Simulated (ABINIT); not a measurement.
# CdS (Hawleyite): G0W0 with ABINIT, start to end

How does a plane-wave GW calculation on CdS (Hawleyite) run from the first input to the gap?

Program: ABINIT 10.8.3. Level of theory: PBE and many-body steps on it, plane waves. Values are calculated unless marked as measured.

**Experimental background.**

- Gap 2.42 eV: optical gap from inflexion point of photoacoustic spectrum, as-grown film; photoacoustic spectroscopy; film (as-grown chemical bath deposited film, about 0.25 um thick, deposited at 80 C) (“Study of the band--gap shift in CdS films: Influence of thermal annealing in different atmospheres”, 1995, arxiv:cond-mat/9501125).

## Step 1: The starting structure

It takes space group F-43m (No. 216, cubic). The conventional cell has a = 5.833 Å, b = 5.833 Å, c = 5.833 Å, α = 90.00°, β = 90.00°, γ = 90.00°. Nearest to Cd lie 4 S at 2.53 Å. Nearest to S lie 4 Cd at 2.53 Å. Farther neighbours, and contacts between anions beyond the nearest, are not listed.

The cell and positions come from the Crystallography Open Database and are kept as given unless a step says otherwise.

## Step 2: Ground state

This step: ABINIT 10.8.3; DFT, PBE with spin-orbit coupling, plane waves, norm-conserving pseudopotentials.

The ground-state density comes first.

Contents of run.abi:

```
acell 3*1.0 Angstrom
rprim 
  -0.000000000000 2.916500000000 2.916500000000
  2.916500000000 -0.000000000000 2.916500000000
  2.916500000000 2.916500000000 -0.000000000000
ntypat 2
znucl 48 16
natom 2
typat 1 2
xred 
  0.000000000000 0.000000000000 0.000000000000
  0.250000000000 0.250000000000 0.250000000000
pp_dirpath "pseudos"
pseudos "Cd.upf, S.upf"
ecut 47
nspinor 2
ngkpt 6 6 6
nshiftk 1
shiftk 0 0 0
kptopt 1
chksymbreak 0
nband 36
occopt 1
tolvrs 1e-10
nstep 60
prtwf 0
optforces 0
optstress 0
indata_prefix "in"
outdata_prefix "out"
tmpdata_prefix "tmp"
```

Command:

```
$ OMP_NUM_THREADS=1 mpirun -n 4 abinit run.abi > log
```

Standard output:

```text
.Version 10.8.3 of ABINIT. v10.8.2 released Aug 2026.

 Symmetries : space group F-4 3 m (#216); Bravais cF (face-center cubic)
================================================================================
 Values of the parameters that define the memory need of the present run
     intxc =       0    ionmov =       0      iscf =       7    lmnmax =      18
     lnmax =      18     mgfft =      50  mpssoang =       5    mqgrid =    3001
     natom =       2  nloc_mem =       1    nspden =       1   nspinor =       2
    nsppol =       1      nsym =      24    n1xccc =    2501    ntypat =       2
    occopt =       1   xclevel =       2
-    mband =          36        mffmem =           1         mkmem =           4
       mpw =        5188          nfft =      125000          nkpt =          16
================================================================================
  Rough estimation (10% accuracy) of disk space for files :
================================================================================

--------------------------------------------------------------------------------
------------- Echo of variables that govern the present computation ------------
--------------------------------------------------------------------------------
 -outvars: echo values of preprocessed input variables --------
            acell      1.8897261259E+00  1.8897261259E+00  1.8897261259E+00 Bohr

      chksymbreak           0
             ecut      4.70000000E+01 Hartree
-          fftalg         312

              ixc     -101130
              kpt      0.00000000E+00  0.00000000E+00  0.00000000E+00
                       1.66666667E-01  0.00000000E+00  0.00000000E+00
                       3.33333333E-01  0.00000000E+00  0.00000000E+00
                       5.00000000E-01  0.00000000E+00  0.00000000E+00
                       1.66666667E-01  1.66666667E-01  0.00000000E+00
                       3.33333333E-01  1.66666667E-01  0.00000000E+00
                       5.00000000E-01  1.66666667E-01  0.00000000E+00
                      -3.33333333E-01  1.66666667E-01  0.00000000E+00
                      -1.66666667E-01  1.66666667E-01  0.00000000E+00
   [... 5 further rows ...]
                      -3.33333333E-01  3.33333333E-01  1.66666667E-01
                      -3.33333333E-01  5.00000000E-01  1.66666667E-01
         kptrlatt        6    0    0      0    6    0      0    0    6
          kptrlen      4.67656631E+01
P           mkmem           4
            natom           2
            nband          36
            ngfft          50      50      50
             nkpt          16
          nspinor           2
            nstep          60
             nsym          24
           ntypat           2
              occ      1.000000  1.000000  1.000000  1.000000  1.000000  1.000000
                       1.000000  1.000000  1.000000  1.000000  1.000000  1.000000
                       1.000000  1.000000  1.000000  1.000000  1.000000  1.000000
                       1.000000  1.000000  1.000000  1.000000  1.000000  1.000000
                       1.000000  1.000000  0.000000  0.000000  0.000000  0.000000
                       0.000000  0.000000  0.000000  0.000000  0.000000  0.000000
        optforces           0
        optstress           0
            prtwf           0
            rprim     -0.0000000000E+00  2.9165000000E+00  2.9165000000E+00
[...]
spgroup         216

           tolvrs      1.00000000E-10

             xred      0.0000000000E+00  0.0000000000E+00  0.0000000000E+00
[...]
znucl       48.00000   16.00000

================================================================================

 chkinp: Checking input parameters for consistency.

================================================================================
== DATASET  1 ==================================================================
-   mpi_nproc: 4, omp_nthreads: 1 (-1 if OMP is not activated)

--- !DatasetInfo
iteration_state: {dtset: 1, }
dimensions: {natom: 2, nkpt: 16, mband: 36, nsppol: 1, nspinor: 2, nspden: 1, mpw: 5188, }
cutoff_energies: {ecut:  47.0, pawecutdg:  -1.0, }
electrons: {nelect:   2.60000000E+01, charge:   0.00000000E+00, occopt:   1.00000000E+00, tsmear:   1.00000000E-02, }

 Real(R)+Recip(G) space primitive vectors, cartesian coordinates (Bohr,Bohr^-1):
 R(1)=  0.0000000  5.5113862  5.5113862  G(1)= -0.0907213  0.0907213  0.0907213
 R(2)=  5.5113862  0.0000000  5.5113862  G(2)=  0.0907213 -0.0907213  0.0907213
 R(3)=  5.5113862  5.5113862  0.0000000  G(3)=  0.0907213  0.0907213 -0.0907213
 Unit cell volume ucvol=  3.3482088E+02 bohr^3
 Angles (23,13,12)=  6.00000000E+01  6.00000000E+01  6.00000000E+01 degrees

 getcut: wavevector=  0.0000  0.0000  0.0000  ngfft=  50  50  50
         ecut(hartree)=     47.000   => boxcut(ratio)=   2.07948

--- Pseudopotential description ------------------------------------------------
- Cd Generated using ONCVPSP code by D. R. Hamann
- 48.00000  20.00000  180423                  znucl, zion, pspdat
12 -101130 2 -1 1368                          pspcod,pspxc,lmax,lloc,mmax
     nproj     2     4     4     0
     spin-orbit psp
        nprojso     4     4     0
  pspatm : epsatm=   23.18602207
         --- l  ekb(1:nproj) -->
[...]
1    9.657145    1.519289    0.012856    0.000063
             2    1.541456   -0.655918    0.017961   -0.000027
  spin-orbit 1   -3.801853    0.411142    0.019680   -0.001553
  spin-orbit 2   -1.207204    0.051413    0.008713   -0.000403
 pspatm: atomic psp has been read  and splines computed

- S Generated using ONCVPSP code by D. R. Hamann
- 16.00000   6.00000  180416                  znucl, zion, pspdat
12 -101130 2 -1 1146                          pspcod,pspxc,lmax,lloc,mmax
     nproj     2     3     2     0
     spin-orbit psp
        nprojso     3     3     0
  pspatm : epsatm=    9.02154350
         --- l  ekb(1:nproj) -->
[...]
1    3.228904    0.888476    0.000329
             2   -3.547470   -0.986489
  spin-orbit 1    0.096764   -0.027776    0.009511
  spin-orbit 2    0.001615    0.000361   -0.000189
 pspatm: atomic psp has been read  and splines computed

   8.37396705E+02                                ecore*ucvol(ha*bohr**3)
--------------------------------------------------------------------------------

_setup2: Arith. and geom. avg. npw (full set) are    5151.458    5151.430

================================================================================

--- !BeginCycle
iteration_state: {dtset: 1, }
solver: {iscf: 7, nstep: 60, nline: 4, wfoptalg: 0, }
tolerances: {tolvrs: 1.00E-10, }

     iter   Etot(hartree)      deltaE(h)  residm     vres2
 ETOT  1  -184.72237458687    -1.847E+02 2.011E+00 3.817E+03
 ETOT  2  -185.71207468874    -9.897E-01 5.673E-02 6.032E+03
 ETOT  3  -186.32489537823    -6.128E-01 3.745E-02 6.468E+02
 ETOT  4  -186.37434745552    -4.945E-02 3.361E-02 1.583E+02
 ETOT  5  -186.39022125300    -1.587E-02 1.377E-02 7.179E-01
 ETOT  6  -186.39029880286    -7.755E-05 2.922E-03 2.734E-02
 ETOT  7  -186.39030038183    -1.579E-06 1.207E-03 1.668E-02
 ETOT  8  -186.39030212792    -1.746E-06 2.695E-04 1.038E-03
 ETOT  9  -186.39030224122    -1.133E-07 9.186E-05 1.605E-05
 ETOT 10  -186.39030224306    -1.841E-09 9.102E-05 2.233E-07
 ETOT 11  -186.39030224306    -3.865E-12 1.484E-05 2.771E-09
 ETOT 12  -186.39030224308    -1.589E-11 8.728E-05 2.154E-10
 ETOT 13  -186.39030224309    -1.276E-11 1.707E-05 1.304E-11

 At SCF step   13       vres2   =  1.30E-11 < tolvrs=  1.00E-10 =>converged.

--- !ResultsGS
iteration_state: {dtset: 1, }
comment   : Summary of ground state results
lattice_vectors:
- [ -0.0000000,   5.5113862,   5.5113862, ]
- [  5.5113862,  -0.0000000,   5.5113862, ]
- [  5.5113862,   5.5113862,  -0.0000000, ]
lattice_lengths: [   7.79428,    7.79428,    7.79428, ]
lattice_angles: [ 60.000,  60.000,  60.000, ] # degrees, (23, 13, 12)
lattice_volume:   3.3482088E+02
convergence: {deltae: -1.276E-11, res2:  1.304E-11, residm:  1.707E-05, diffor:  0.000E+00, }
etotal    :  -1.86390302E+02
entropy   :   0.00000000E+00
fermie    :   1.61176212E-01
cartesian_stress_tensor: null
pressure_GPa: null
xred      :
- [  0.0000E+00,   0.0000E+00,   0.0000E+00, Cd]
- [  2.5000E-01,   2.5000E-01,   2.5000E-01,  S]
cartesian_forces: null
force_length_stats: {min: null, max: null, mean: null, }

 Integrated electronic density in atomic spheres:
 ------------------------------------------------
 Atom  Sphere_radius  Integrated_density
    1        2.00000         17.16729202
    2        2.00000          3.93246321
================================================================================

 ----iterations are completed or convergence reached----

 Mean square residual over all n,k,spin=   11.544E-08; max=  17.069E-06
 reduced coordinates (array xred) for    2 atoms
       0.000000      0.000000      0.000000
       0.250000      0.250000      0.250000
 rms dE/dt=  0.0000E+00; max dE/dt=  0.0000E+00; dE/dt below (all hartree)
    1       0.000000      0.000000      0.000000
    2       0.000000      0.000000      0.000000

 cartesian coordinates (angstrom) at end:
    1      0.000000     0.000000     0.000000
    2      1.458250     1.458250     1.458250
 length scales=  1.889726  1.889726  1.889726 bohr
              =  1.000000  1.000000  1.000000 angstroms
 prteigrs : about to open file out_EIG
 Fermi (or HOMO) energy (hartree) =   0.16118   Average Vxc (hartree)=  -0.34396
 Eigenvalues (hartree) for nkpt=  16  k points:
 kpt#   1, nband= 36, wtk=  0.00463, kpt=  0.0000  0.0000  0.0000 (reduced coord)
  -3.56165   -3.56165   -2.27954   -2.27954   -2.06578   -2.06578   -2.06578   -2.06578
  -0.29387   -0.29387   -0.13241   -0.13241   -0.13241   -0.13241   -0.11447   -0.11447
  -0.10058   -0.10058   -0.10058   -0.10058    0.15956    0.15956    0.16118    0.16118
   0.16118    0.16118    0.20267    0.20267    0.39003    0.39003    0.40538    0.40538
   0.40538    0.40538    0.58102    0.58135
 prteigrs : prtvol=0 or 1, do not print more k-points.

--- !EnergyTerms
iteration_state     : {dtset: 1, }
comment             : Components of total free energy in Hartree
kinetic             :  6.536523E+01
hartree             :  6.512925E+01
xc                  : -2.742508E+01
Ewald energy        : -9.940623E+01
psp_core            :  2.501029E+00
local_psp           : -1.983053E+02
non_local_psp       :  5.750831E+00
total_energy        : -1.863903E+02
total_energy_eV     : -5.071939E+03
band_energy         : -2.107867E+01

== END DATASET(S) ==============================================================
================================================================================

 -outvars: echo values of variables after computation  --------
           etotal     -1.8639030224E+02
            nband          36
             nkpt          16
          spgroup         216
 [... the other variables as echoed above ...]

 Calculation completed.
```

Run time: 88 s. Hardware: 4 MPI ranks of Arm Neoverse V2, shared host; peak memory 0.45 GiB.

This step gave:

```yaml
total_energy: -5071.9385 eV
gap: 1.129 eV
k_of_the_valence_top: 0, 0, 0
k_of_the_conduction_bottom: 0, 0, 0
least_direct_gap: 1.129 eV
```

The gap is direct, at Γ.

(Continued in part 2 of 3.)

[Long decimals in the printed logs are rounded to 6 places.]

[Logs are printed without paths, hosts, clocks, repeated set-up lines and the standing remarks that a program may print on its own settings, such as how far it seeks lower states.]

[Paths, hosts, dates, memory and timing lines, banners, echoed tables and standing remarks are left out of the program output; an Ansatz launch command may be rebuilt from the run's recorded settings. Measured values are a selection of at most five: reports struck by readers or far from the other reports are left out. None is set beside runs whose start may be inverted or whose files or cutoffs have a known fault.]

[Runs of the session that timed out or met a known fault of the program may be left out.]

[Hosts, paths, dates, database ids (printed as entryN), source tags and the programs' standing remarks are cut or masked in the printed files.]

[G0W0 gaps are taken among the corrected bands and points alone; a level outside them can change the order at an edge.]

[Where Ansatz stands beside ABINIT at settings called matched, ABINIT's density can come from a denser mesh and the files from another edition; pairs whose starting gaps differed by over 0.03 eV were left out, so agreement reads better than it is.]
